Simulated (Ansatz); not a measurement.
# Calculated records

```
! title: Ge5H (hydrogen-terminated (111) film, 10 layers): band gap by G0W0 on HSE06
! method: G0W0 on HSE06, plane waves, PAW; PAW set soft_1 (and 1 further level or step)
! program: Ansatz 0.2.0
! settings of one run: cutoff 420 eV, 6×6×1 k-mesh, PAW set soft 1, empty bands 541, screening cutoff 45 eV, screening contour deformation, QP bands (v4, c4), strain 0, termination H
! cost: 2 runs, 7.1 min in all on 1 × NVIDIA H100 80GB HBM3 (shared by 6 runs) with 3 threads of AMD EPYC 7R13 (Zen 3), shared host (the runs of this entry)
! notes: In doubt: masses and optical values from hybrid runs of this build are listed as unsure (in some of the runs), which bears on the screening that GW takes from such a start. Values taken over the cell’s volume include its vacuum. The program’s warnings: device shed and metallic iterate. The structure was relaxed with PBEsol (ions only). Limits: coarse mesh for a sheet; no spin-orbit coupling. No second run with other bands and screening cutoff is shown, so the distance to the basis limit is not known. On another start, G0W0@PBEsol runs of this series (6×6×1 mesh, soft_1 PAW; not shown as steps) give 0.748 eV with 542 bands and 41 eV and 0.853 eV with 1236 bands and 75 eV. [rest of the remark cut]
! HSE06 gap over mesh and listed points: 1.001 eV, direct, at k = Γ
! G0W0@HSE06 gap over 5 of 7 irreducible mesh points: 1.276 eV, direct, at k = Γ
! GW settings: 6×6×1 mesh, 541 empty bands, screening to 45 eV, PAW set soft_1 files
! known limits: finite bands, screening cutoff and k mesh; no spin-orbit coupling in G0W0
CELL_PARAMETERS angstrom
4.00081 0.00000 0.00000
-2.00041 3.46480 0.00000
0.00000 0.00000 57.00000
ATOMIC_POSITIONS crystal
Ge 0.33333 0.66667 0.37885
Ge 0.00000 0.00000 0.39257
Ge 0.00000 0.00000 0.43545
Ge 0.66667 0.33333 0.44980
Ge 0.66667 0.33333 0.49282
Ge 0.33333 0.66667 0.50718
Ge 0.33333 0.66667 0.55020
Ge 0.00000 0.00000 0.56455
Ge 0.00000 0.00000 0.60743
Ge 0.66667 0.33333 0.62115
H 0.33333 0.66667 0.35161
H 0.66667 0.33333 0.64839
```

[Paths, hosts, dates, memory and timing lines, banners, echoed tables and standing remarks are left out of the program output.]

[Logs are printed without paths, hosts, clocks, repeated set-up lines and the standing remarks that a program may print on its own settings, such as how far it seeks lower states.]

[Runs of the session that timed out or met a known fault of the program may be left out.]

[Cells called generated may have been cut or substituted from an entry of the Crystallography Open Database or the Materials Project.]

[Hosts, paths, dates, database ids (printed as entryN), source tags and the programs' standing remarks are cut or masked in the printed files.]
